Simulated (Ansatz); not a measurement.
## Ag wire along [110], 14 atoms a period: bands along the axis

What gap, if any, does the Ag wire along [110], 14 atoms a period have, and how many channels would it open?

Program: Ansatz 0.2.0. Level of theory: DFT PBE, plane waves, PAW; relaxation of a wire's period; PAW set soft_1, in the first sound run; inputs show where later runs differ. Results are calculated unless marked as measured.

## Step 1: Starting point

The cell holds 14 atoms: 14 Ag. Cell: a = 15.100 Å, b = 15.603 Å, c = 2.934 Å, α = 90.0°, β = 90.0°, γ = 90.0°. Vacuum lies along a and b. The structure's axis is c.

## Step 2: Relaxing the period

Band widths follow the bond lengths, so the wire is relaxed first. The atoms and the third cell vector are free; the box across stays fixed as vacuum. A Fermi-Dirac smearing is set since the result may be a metal. The pressure printed is a third of the stress's trace over the whole box, vacuum included; only the stress along the axis is relaxed.

Input file input.yaml:

```yaml
crystal:
  lattice:
    - [15.1, 0.0, 0.0]
    - [0.0, 15.603, 0.0]
    - [0.0, 0.0, 2.9344931419]
  atoms:
    - { symbol: Ag, position: [0.362582781, 0.68808773, 0.0] }
    - { symbol: Ag, position: [0.362582781, 0.500015363, 0.0] }
    - { symbol: Ag, position: [0.637417219, 0.68808773, 0.0] }
    - { symbol: Ag, position: [0.637417219, 0.500015363, 0.0] }
    - { symbol: Ag, position: [0.225165563, 0.40597918, 0.5] }
    - { symbol: Ag, position: [0.225165563, 0.594051547, 0.5] }
    - { symbol: Ag, position: [0.5, 0.217906813, 0.5] }
    - { symbol: Ag, position: [0.5, 0.40597918, 0.5] }
    - { symbol: Ag, position: [0.5, 0.594051547, 0.5] }
    - { symbol: Ag, position: [0.5, 0.782123914, 0.5] }
    - { symbol: Ag, position: [0.774834437, 0.40597918, 0.5] }
    - { symbol: Ag, position: [0.774834437, 0.594051547, 0.5] }
    - { symbol: Ag, position: [0.362582781, 0.311942996, 0.0] }
    - { symbol: Ag, position: [0.637417219, 0.311942996, 0.0] }
kpoints:
  mp_grid: { grid: [1, 1, 28] }
scf:
  occupations: { method: fermi_dirac, width: 0.05 }
hamiltonian:
  xc: pbe
  pseudopotentials: { kind: paw, azcp: { folder: soft_1 } }
relax:
  cell: { fix: [a, b, alpha, beta, gamma] }
  max_steps: 45
  f_tol: 0.03
```

Started as:

```sh
> ansatz run input.yaml --threads 4 --pin off --max-ram 16384MiB --backend cpu --events-out ev --progress --plain --runs-dir out
```

Numbers of over 12 decimals in the logs are rounded to 6 here.

What it wrote:

```text
Engine: ansatz 0.2.0, aarch64-unknown-linux-gnu
Pseudopotentials: kind: paw
Pseudopotential: Ag, paw, valence charge 19, recommended cutoff 420 eV (normal), soft_1/Ag.paw.azcp
Functional definition: PBE
  parameter kappa = 0.804
  parameter beta = 0.066725
  exchange = pbe_x(kappa = kappa, mu = beta*pi^2/3)
  correlation = pbe_c(beta = beta)
Crystal: 14 atoms, lattice volume = 691.382 Å³
Basis set: ecut = 420 eV, 13407 PW (Γ), exchange–correlation on 216×216×40 points (8 copies of the dense FFT grid, shifted against one another)
Bands: 160, of which v1, the nominal top of the filled ones, is band 133 counted from 1 (132 counted from 0)
Symmetry: 8 space group operations
Space group: Pmmm (ITA 47), of the structure as read, at distance tolerance 8.8e-5 Å
k-points: 15 of 28
Non-local potential: Ag, projectors of the file, l = 0: 3, l = 1: 2, l = 2: 2, l = 3: 1
PAW form: soft (Blöchl's): semilocal exchange-correlation on the pseudo side does not see the compensation charge
PAW one-centre angular grid: Ag, 590 points (default); XC on 64 Gauss nodes
Initial density: superposition of atomic densities (neutral atoms: chi_scale 0, normalization atom)
Initial wavefunctions: pseudopotential atomic-orbital guess
Functional: x = pbe(κ = 0.804, μ = 0.219515), c = pbe(β = 0.066725)
SCF iter   1: F=—  HF=-106265.757446 eV  |F-HF|=—  |Δ(HF+E_count)|=         —  Δρ=3.20e-2  dr2=9.43e0  ethr=3.10e-3  ⟨swp⟩=6.3  Hψ=9382  notcnv=0  defer=63
preconditioner: auto → LDOS  [metal: Δε(μ)=0.015 eV  Ē_g=7.946 eV  σ=0.050 eV  W_gap=0.07  n_scr=134 (ndim 8)  ℏωp=17.5 eV  f_vac=0.565  D(μ)=4.48/eV (n_scr^D=20)  β→1.0]
SCF iter   2: F=—  HF=-106267.645725 eV  |F-HF|=—  |Δ(HF+E_count)|=    1.89e0  Δρ=4.78e-2  dr2=1.43e1  ethr=3.10e-3  ⟨swp⟩=2.7  Hψ=5047  notcnv=0  defer=255
SCF iter   3: F=—  HF=-106263.437160 eV  |F-HF|=—  |Δ(HF+E_count)|=    4.21e0  Δρ=8.29e-3  dr2=3.75e-1  ethr=3.10e-3  ⟨swp⟩=2.1  Hψ=4400  notcnv=0  defer=257
SCF iter   4: F=—  HF=-106263.357614 eV  |F-HF|=—  |Δ(HF+E_count)|=   7.95e-2  Δρ=1.38e-3  dr2=1.38e-2  ethr=1.41e-4  ⟨swp⟩=2.4  Hψ=4475  notcnv=0  defer=256
SCF iter   5: F=—  HF=-106263.355112 eV  |F-HF|=—  |Δ(HF+E_count)|=   2.50e-3  Δρ=4.30e-4  dr2=1.11e-3  ethr=5.19e-6  ⟨swp⟩=2.1  Hψ=4228  notcnv=0  defer=256
SCF iter   6: F=—  HF=-106263.355480 eV  |F-HF|=—  |Δ(HF+E_count)|=   3.68e-4  Δρ=1.25e-4  dr2=1.66e-4  ethr=4.17e-7  ⟨swp⟩=2.3  Hψ=3395  notcnv=0  defer=256
SCF iter   7: F=—  HF=-106263.355513 eV  |F-HF|=—  |Δ(HF+E_count)|=   3.26e-5  Δρ=3.53e-5  dr2=7.03e-6  ethr=6.25e-8  ⟨swp⟩=2.0  Hψ=3301  notcnv=0  defer=256
SCF iter   8: F=—  HF=-106263.355708 eV  |F-HF|=—  |Δ(HF+E_count)|=   1.95e-4  Δρ=1.27e-5  dr2=1.23e-6  ethr=2.64e-9  ⟨swp⟩=3.3  Hψ=4584  notcnv=0  defer=256
SCF iter   9: F=—  HF=-106263.355709 eV  |F-HF|=—  |Δ(HF+E_count)|=   3.03e-7  Δρ=4.66e-6  dr2=1.08e-7  ethr=4.64e-10  ⟨swp⟩=2.0  Hψ=3301  notcnv=0  defer=256
SCF iter  10: F=-106263.355709 eV  HF=-106263.355709 eV  |F-HF|=3.32e-9  |Δ(HF+E_count)|=   1.75e-7  Δρ=1.52e-6  dr2=1.72e-8  ethr=3.76e-11  ⟨swp⟩=4.0  Hψ=7613  notcnv=0
SCF 1 converged in 10 iterations: F = -106263.355709 eV  dr2 = 1.72e-8
  greatest PAW one-centre occupation: 1.001 electrons in one spin orbital (limit 2), on the Ag atom at site 3 (counted from 0), in its partial waves of l = 0
relax step   1: F+E_penalty+E_count = -106263.35570872 eV  Δ(F+E_penalty+E_count) = +0.000e0 eV  max|allowed force component| = 3.260e-1 eV/Å  Δτ_max = 0.0000 Å  P = -1.083 GPa  Ω = 691.382 Å³  fix = [a, b, alpha, beta, gamma]  reactions: a -0.980, b -0.876 GPa  (10 SCF iters, dr2 threshold 1.00e-7 eV, accepted)
Crystal: 14 atoms, lattice volume = 676.286 Å³
Basis set: ecut = 420 eV, 13195 PW (Γ), exchange–correlation on 216×216×40 points (8 copies of the dense FFT grid, shifted against one another)
Initial density: handed on by an earlier stage of this run
Initial wavefunctions: those handed on with the density
iter 1 solved again at ethr=5.12e-5 eV; its pass at ethr=3.10e-3 eV (dr2=1.36e-1 eV) is discarded
SCF iter   1: F=—  HF=-106263.477198 eV  |F-HF|=—  |Δ(HF+E_count)|=         —  Δρ=4.27e-3  dr2=1.36e-1  ethr=5.12e-5  ⟨swp⟩=3.6  Hψ=12067  notcnv=0
preconditioner: auto → LDOS  [metal: Δε(μ)=0.046 eV  Ē_g=8.445 eV  σ=0.050 eV  W_gap=0.22  n_scr=122 (ndim 8)  ℏωp=17.7 eV  f_vac=0.578  D(μ)=4.30/eV (n_scr^D=20)  β→1.0]
SCF iter   2: F=—  HF=-106263.505047 eV  |F-HF|=—  |Δ(HF+E_count)|=   2.78e-2  Δρ=5.70e-3  dr2=2.49e-1  ethr=5.12e-5  ⟨swp⟩=2.8  Hψ=4791  notcnv=0
SCF iter   3: F=—  HF=-106263.442165 eV  |F-HF|=—  |Δ(HF+E_count)|=   6.29e-2  Δρ=7.50e-4  dr2=6.25e-3  ethr=5.12e-5  ⟨swp⟩=2.2  Hψ=4148  notcnv=0  defer=93
SCF iter   4: F=—  HF=-106263.441565 eV  |F-HF|=—  |Δ(HF+E_count)|=   6.00e-4  Δρ=3.67e-4  dr2=8.62e-4  ethr=2.35e-6  ⟨swp⟩=2.0  Hψ=3651  notcnv=0  defer=148
SCF iter   5: F=—  HF=-106263.441809 eV  |F-HF|=—  |Δ(HF+E_count)|=   2.45e-4  Δρ=4.94e-5  dr2=1.31e-5  ethr=3.24e-7  ⟨swp⟩=2.1  Hψ=3703  notcnv=0  defer=148
SCF iter   6: F=—  HF=-106263.441815 eV  |F-HF|=—  |Δ(HF+E_count)|=   5.25e-6  Δρ=2.49e-5  dr2=4.16e-6  ethr=5.26e-10  ⟨swp⟩=5.0  Hψ=8822  notcnv=0
SCF iter   7: F=-106263.441815 eV  HF=-106263.441814 eV  |F-HF|=1.14e-7  |Δ(HF+E_count)|=   1.12e-7  Δρ=5.20e-6  dr2=1.13e-7  ethr=5.26e-10  ⟨swp⟩=4.0  Hψ=7602  notcnv=0
SCF 2 converged in 7 iterations: F = -106263.441815 eV  dr2 = 1.13e-7
relax step   2: F+E_penalty+E_count = -106263.44181460 eV  Δ(F+E_penalty+E_count) = -8.611e-2 eV  max|allowed force component| = 1.692e-1 eV/Å  Δτ_max = 0.1571 Å  P = +0.865 GPa  Ω = 676.286 Å³  energy of the carried Pulay correction = +2.573e-3 eV  fix = [a, b, alpha, beta, gamma]  reactions: a +0.933, b +0.928 GPa  (7 SCF iters, dr2 threshold 1.40e-6 eV, accepted)
Crystal: 14 atoms, lattice volume = 679.955 Å³
Basis set: ecut = 420 eV, 13247 PW (Γ), exchange–correlation on 216×216×40 points (8 copies of the dense FFT grid, shifted against one another)
iter 1 solved again at ethr=1.07e-5 eV; its pass at ethr=3.10e-3 eV (dr2=2.86e-2 eV) is discarded
SCF iter   1: F=—  HF=-106263.506967 eV  |F-HF|=—  |Δ(HF+E_count)|=         —  Δρ=1.98e-3  dr2=2.89e-2  ethr=1.07e-5  ⟨swp⟩=2.4  Hψ=11435  notcnv=0
preconditioner: auto → LDOS  [metal: Δε(μ)=0.069 eV  Ē_g=8.406 eV  σ=0.050 eV  W_gap=0.30  n_scr=126 (ndim 8)  ℏωp=17.7 eV  f_vac=0.572  D(μ)=4.37/eV (n_scr^D=20)  β→1.0]
SCF iter   2: F=—  HF=-106263.511660 eV  |F-HF|=—  |Δ(HF+E_count)|=   4.69e-3  Δρ=2.24e-3  dr2=5.62e-2  ethr=1.07e-5  ⟨swp⟩=2.2  Hψ=4590  notcnv=0
SCF iter   3: F=—  HF=-106263.499628 eV  |F-HF|=—  |Δ(HF+E_count)|=   1.20e-2  Δρ=3.06e-4  dr2=8.76e-4  ethr=1.07e-5  ⟨swp⟩=2.1  Hψ=3961  notcnv=0
SCF iter   4: F=—  HF=-106263.500061 eV  |F-HF|=—  |Δ(HF+E_count)|=   4.33e-4  Δρ=2.48e-4  dr2=3.38e-4  ethr=3.29e-7  ⟨swp⟩=2.0  Hψ=3854  notcnv=0
SCF iter   5: F=—  HF=-106263.499972 eV  |F-HF|=—  |Δ(HF+E_count)|=   8.88e-5  Δρ=1.97e-5  dr2=2.85e-6  ethr=1.27e-7  ⟨swp⟩=2.0  Hψ=3804  notcnv=0
SCF iter   6: F=-106263.499973 eV  HF=-106263.499973 eV  |F-HF|=4.57e-7  |Δ(HF+E_count)|=   1.38e-6  Δρ=1.04e-5  dr2=8.11e-7  ethr=5.26e-10  ⟨swp⟩=5.0  Hψ=8729  notcnv=0
SCF 3 converged in 6 iterations: F = -106263.499973 eV  dr2 = 8.11e-7
relax step   3: F+E_penalty+E_count = -106263.49997299 eV  Δ(F+E_penalty+E_count) = -5.816e-2 eV  max|allowed force component| = 2.795e-2 eV/Å  Δτ_max = 0.0599 Å  P = -0.051 GPa  Ω = 679.955 Å³  energy of the carried Pulay correction = +1.942e-3 eV  fix = [a, b, alpha, beta, gamma]  reactions: a -0.009, b -0.003 GPa  (6 SCF iters, dr2 threshold 1.40e-6 eV, accepted)
Crystal: 14 atoms, lattice volume = 678.720 Å³
iter 1 solved again at ethr=1.37e-7 eV; its pass at ethr=3.10e-3 eV (dr2=3.65e-4 eV) is discarded
SCF iter   1: F=—  HF=-106263.501168 eV  |F-HF|=—  |Δ(HF+E_count)|=         —  Δρ=2.30e-4  dr2=4.01e-4  ethr=1.37e-7  ⟨swp⟩=3.1  Hψ=10695  notcnv=0
preconditioner: auto → LDOS  [metal: Δε(μ)=0.084 eV  Ē_g=8.391 eV  σ=0.050 eV  W_gap=0.38  n_scr=122 (ndim 8)  ℏωp=17.7 eV  f_vac=0.572  D(μ)=4.48/eV (n_scr^D=20)  β→1.0]
SCF iter   2: F=—  HF=-106263.501177 eV  |F-HF|=—  |Δ(HF+E_count)|=   9.22e-6  Δρ=2.57e-4  dr2=4.53e-4  ethr=1.37e-7  ⟨swp⟩=2.0  Hψ=4433  notcnv=0
SCF iter   3: F=—  HF=-106263.501038 eV  |F-HF|=—  |Δ(HF+E_count)|=   1.39e-4  Δρ=4.29e-5  dr2=1.44e-5  ethr=1.37e-7  ⟨swp⟩=2.0  Hψ=4313  notcnv=0
SCF iter   4: F=—  HF=-106263.501504 eV  |F-HF|=—  |Δ(HF+E_count)|=   4.66e-4  Δρ=1.65e-5  dr2=1.54e-6  ethr=5.42e-9  ⟨swp⟩=2.0  Hψ=4254  notcnv=0
SCF iter   5: F=—  HF=-106263.501504 eV  |F-HF|=—  |Δ(HF+E_count)|=   2.68e-7  Δρ=3.06e-6  dr2=5.40e-8  ethr=5.78e-10  ⟨swp⟩=2.1  Hψ=3778  notcnv=0
SCF iter   6: F=-106263.501504 eV  HF=-106263.501504 eV  |F-HF|=6.66e-9  |Δ(HF+E_count)|=   2.01e-8  Δρ=1.59e-6  dr2=1.59e-8  ethr=1.83e-11  ⟨swp⟩=4.0  Hψ=7611  notcnv=0
SCF 4 converged in 6 iterations: F = -106263.501504 eV  dr2 = 1.59e-8
relax step   4: F+E_penalty+E_count = -106263.50150352 eV  Δ(F+E_penalty+E_count) = -1.531e-3 eV  max|allowed force component| = 1.002e-2 eV/Å  Δτ_max = 0.0099 Å  P = +0.014 GPa  Ω = 678.720 Å³  energy of the carried Pulay correction = +2.154e-3 eV  fix = [a, b, alpha, beta, gamma]  reactions: a +0.041, b +0.041 GPa  (6 SCF iters, dr2 threshold 4.88e-8 eV, accepted)
Initial wavefunctions: pseudopotential atomic-orbital guess (no wavefunctions were taken with the density)
iter 1 solved again at ethr=2.12e-7 eV; its pass at ethr=3.10e-3 eV (dr2=5.63e-4 eV) is discarded
SCF iter   1: F=—  HF=-106263.498749 eV  |F-HF|=—  |Δ(HF+E_count)|=         —  Δρ=3.43e-5  dr2=1.33e-6  ethr=2.12e-7  ⟨swp⟩=4.2  Hψ=16771  notcnv=0
preconditioner: auto → LDOS  [metal: Δε(μ)=0.084 eV  Ē_g=8.394 eV  σ=0.050 eV  W_gap=0.37  n_scr=122 (ndim 8)  ℏωp=17.7 eV  f_vac=0.572  D(μ)=4.47/eV (n_scr^D=20)  β→1.0]
SCF iter   2: F=—  HF=-106263.499213 eV  |F-HF|=—  |Δ(HF+E_count)|=   4.64e-4  Δρ=2.39e-5  dr2=2.94e-6  ethr=4.99e-10  ⟨swp⟩=3.0  Hψ=5429  notcnv=0
SCF iter   3: F=—  HF=-106263.499212 eV  |F-HF|=—  |Δ(HF+E_count)|=   7.74e-7  Δρ=1.03e-5  dr2=6.10e-7  ethr=4.99e-10  ⟨swp⟩=2.0  Hψ=4398  notcnv=0
SCF iter   4: F=—  HF=-106263.499212 eV  |F-HF|=—  |Δ(HF+E_count)|=   1.63e-7  Δρ=2.49e-6  dr2=3.56e-8  ethr=2.29e-10  ⟨swp⟩=2.1  Hψ=3427  notcnv=0
SCF iter   5: F=—  HF=-106263.499212 eV  |F-HF|=—  |Δ(HF+E_count)|=   9.91e-9  Δρ=4.89e-7  dr2=1.45e-9  ethr=1.34e-11  ⟨swp⟩=2.1  Hψ=3751  notcnv=0
SCF iter   6: F=-106263.499212 eV  HF=-106263.499212 eV  |F-HF|=7.28e-11  |Δ(HF+E_count)|=  3.49e-10  Δρ=6.46e-8  dr2=3.98e-11  ethr=1.00e-12  ⟨swp⟩=3.3  Hψ=9400  notcnv=0
SCF 5 converged in 6 iterations: F = -106263.499212 eV  dr2 = 3.98e-11
relax step   5: F+E_penalty+E_count = -106263.49921211 eV  Δ(F+E_penalty+E_count) = +2.291e-3 eV  max|allowed force component| = 9.980e-3 eV/Å  Δτ_max = 0.0000 Å  P = +0.016 GPa  Ω = 678.720 Å³  fix = [a, b, alpha, beta, gamma]  reactions: a +0.044, b +0.043 GPa  stress off target by 3.79e-2 GPa on what of the cell is left free  SCF on the basis re-selected at this cell (its energy is not comparable with the rows above)  (6 SCF iters)
basis re-selected at this cell: Δ(F+E_penalty+E_count) = +2.291e-3 eV, ΔP = +0.003 GPa vs the last step (what re-selecting the basis moved, of the pressure what is left beyond the Pulay correction that the steps carried, after the strain that the cell walked since its last selection, with what the two solves' SCF thresholds leave and, on support functions, any second-order correction that the steps lacked; it is no m [...]
SCF converged after 6 iterations
Free energy (F): -106263.499212 eV
Harris-Foulkes:  -106263.499212 eV  (|F-HF|=7.28e-11)
Internal energy: -106263.461840 eV  (E = F + TS)
E sigma→0 (E₀):  -106263.480526 eV
Entropy (-TS):   -0.037372 eV (-2.669 meV/atom)
Fermi energy:    3.388324 eV
--- Per-component energies (eV) ---
  E_band       = -6941.111556
  E_kinetic    = 6549.842255
  E_local      = -187018.025153  (includes V_loc(G=0)·N_el)
  E_nonlocal   = 449.282953
  E_hartree    = 91452.103058
  E_xc         = -2217.013030
  E_vxc        = -2804.330701  (∫ρ·V_xc dr)
  E_paw        = -55386.714703  (= ΣΔE_a)
  E_vpaw       = -7022.093099  (= ΣTr[D̂ρ^β])
  E_aug_tail   = 0.005252  (compensation charges beyond the density's cutoff)
  E_ewald      = 39907.057527
  E_smearing   = -0.037372  (= −TS)
  E_closure    = -0.000000  (closes the sum)
  Σ components = -106263.499212   (vs F -106263.499212, Δ=0.00e0)
--- Forces (eV/Å), atoms counted from 1 ---
  atom   1  Ag    -0.00485467     0.00375970     0.00000000
  atom   2  Ag     0.00345296    -0.00000000    -0.00000000
  atom   3  Ag     0.00485467     0.00375970     0.00000000
  atom   4  Ag    -0.00345296    -0.00000000     0.00000000
  atom   5  Ag    -0.00138281    -0.00602219    -0.00000000
  atom   6  Ag    -0.00138281     0.00602219     0.00000000
  atom   7  Ag     0.00000000     0.00420452     0.00000000
  atom   8  Ag     0.00000000     0.00998016     0.00000000
  atom   9  Ag    -0.00000000    -0.00998016    -0.00000000
  atom  10  Ag    -0.00000000    -0.00420452    -0.00000000
  atom  11  Ag     0.00138281    -0.00602219    -0.00000000
  atom  12  Ag     0.00138281     0.00602219     0.00000000
  atom  13  Ag    -0.00485467    -0.00375970    -0.00000000
  atom  14  Ag     0.00485467    -0.00375970    -0.00000000
  max |Σ_I F_I| component: 8.67e-19 eV/Å
--- Stress (GPa, compression-positive) ---
        0.044033       0.000000      -0.000000
        0.000000       0.043308       0.000000
       -0.000000       0.000000      -0.037909
  P = ⅓ Tr σ = 0.0165 GPa (0.165 kbar)
--- Relaxed structure (4 steps of the walk, 4 accepted, 1 SCFs on fresh bases) ---
  F+E_penalty+E_count = -106263.49921211 eV   max|allowed force component| = 9.980e-3 eV/Å   (the final SCF, on the basis selected at the relaxed cell)
  cell:  # Å, volume = 678.7198 Å³
    - [15.1, 0, 0]
    - [0, 15.603, 0]
    - [0, 0, 2.880749]
  atoms:
    - { symbol: Ag, position: [0.361753, 0.687915, 0] }
    - { symbol: Ag, position: [0.361982, 0.500015, 0] }
    - { symbol: Ag, position: [0.638247, 0.687915, 0] }
    - { symbol: Ag, position: [0.638018, 0.500015, 0] }
    - { symbol: Ag, position: [0.229209, 0.406892, 0.500000] }
    - { symbol: Ag, position: [0.229209, 0.593138, 0.500000] }
    - { symbol: Ag, position: [0.5, 0.225439, 0.500000] }
    - { symbol: Ag, position: [0.5, 0.408370, 0.500000] }
    - { symbol: Ag, position: [0.5, 0.591661, 0.500000] }
    - { symbol: Ag, position: [0.5, 0.774592, 0.500000] }
    - { symbol: Ag, position: [0.770791, 0.406892, 0.500000] }
    - { symbol: Ag, position: [0.770791, 0.593138, 0.500000] }
    - { symbol: Ag, position: [0.361753, 0.312116, 0] }
    - { symbol: Ag, position: [0.638247, 0.312116, 0] }
```

Elapsed: 2.4 min, on 4 threads of Arm Neoverse V2, shared host; peak memory 2.6 GiB.

(Part 1 of 2 ends here.)

[Logs are printed without paths, hosts, clocks, repeated set-up lines and the standing remarks that a program may print on its own settings, such as how far it seeks lower states.]

[Hosts, paths, dates, database ids (printed as entryN), source tags and the programs' standing remarks are cut or masked in the printed files.]
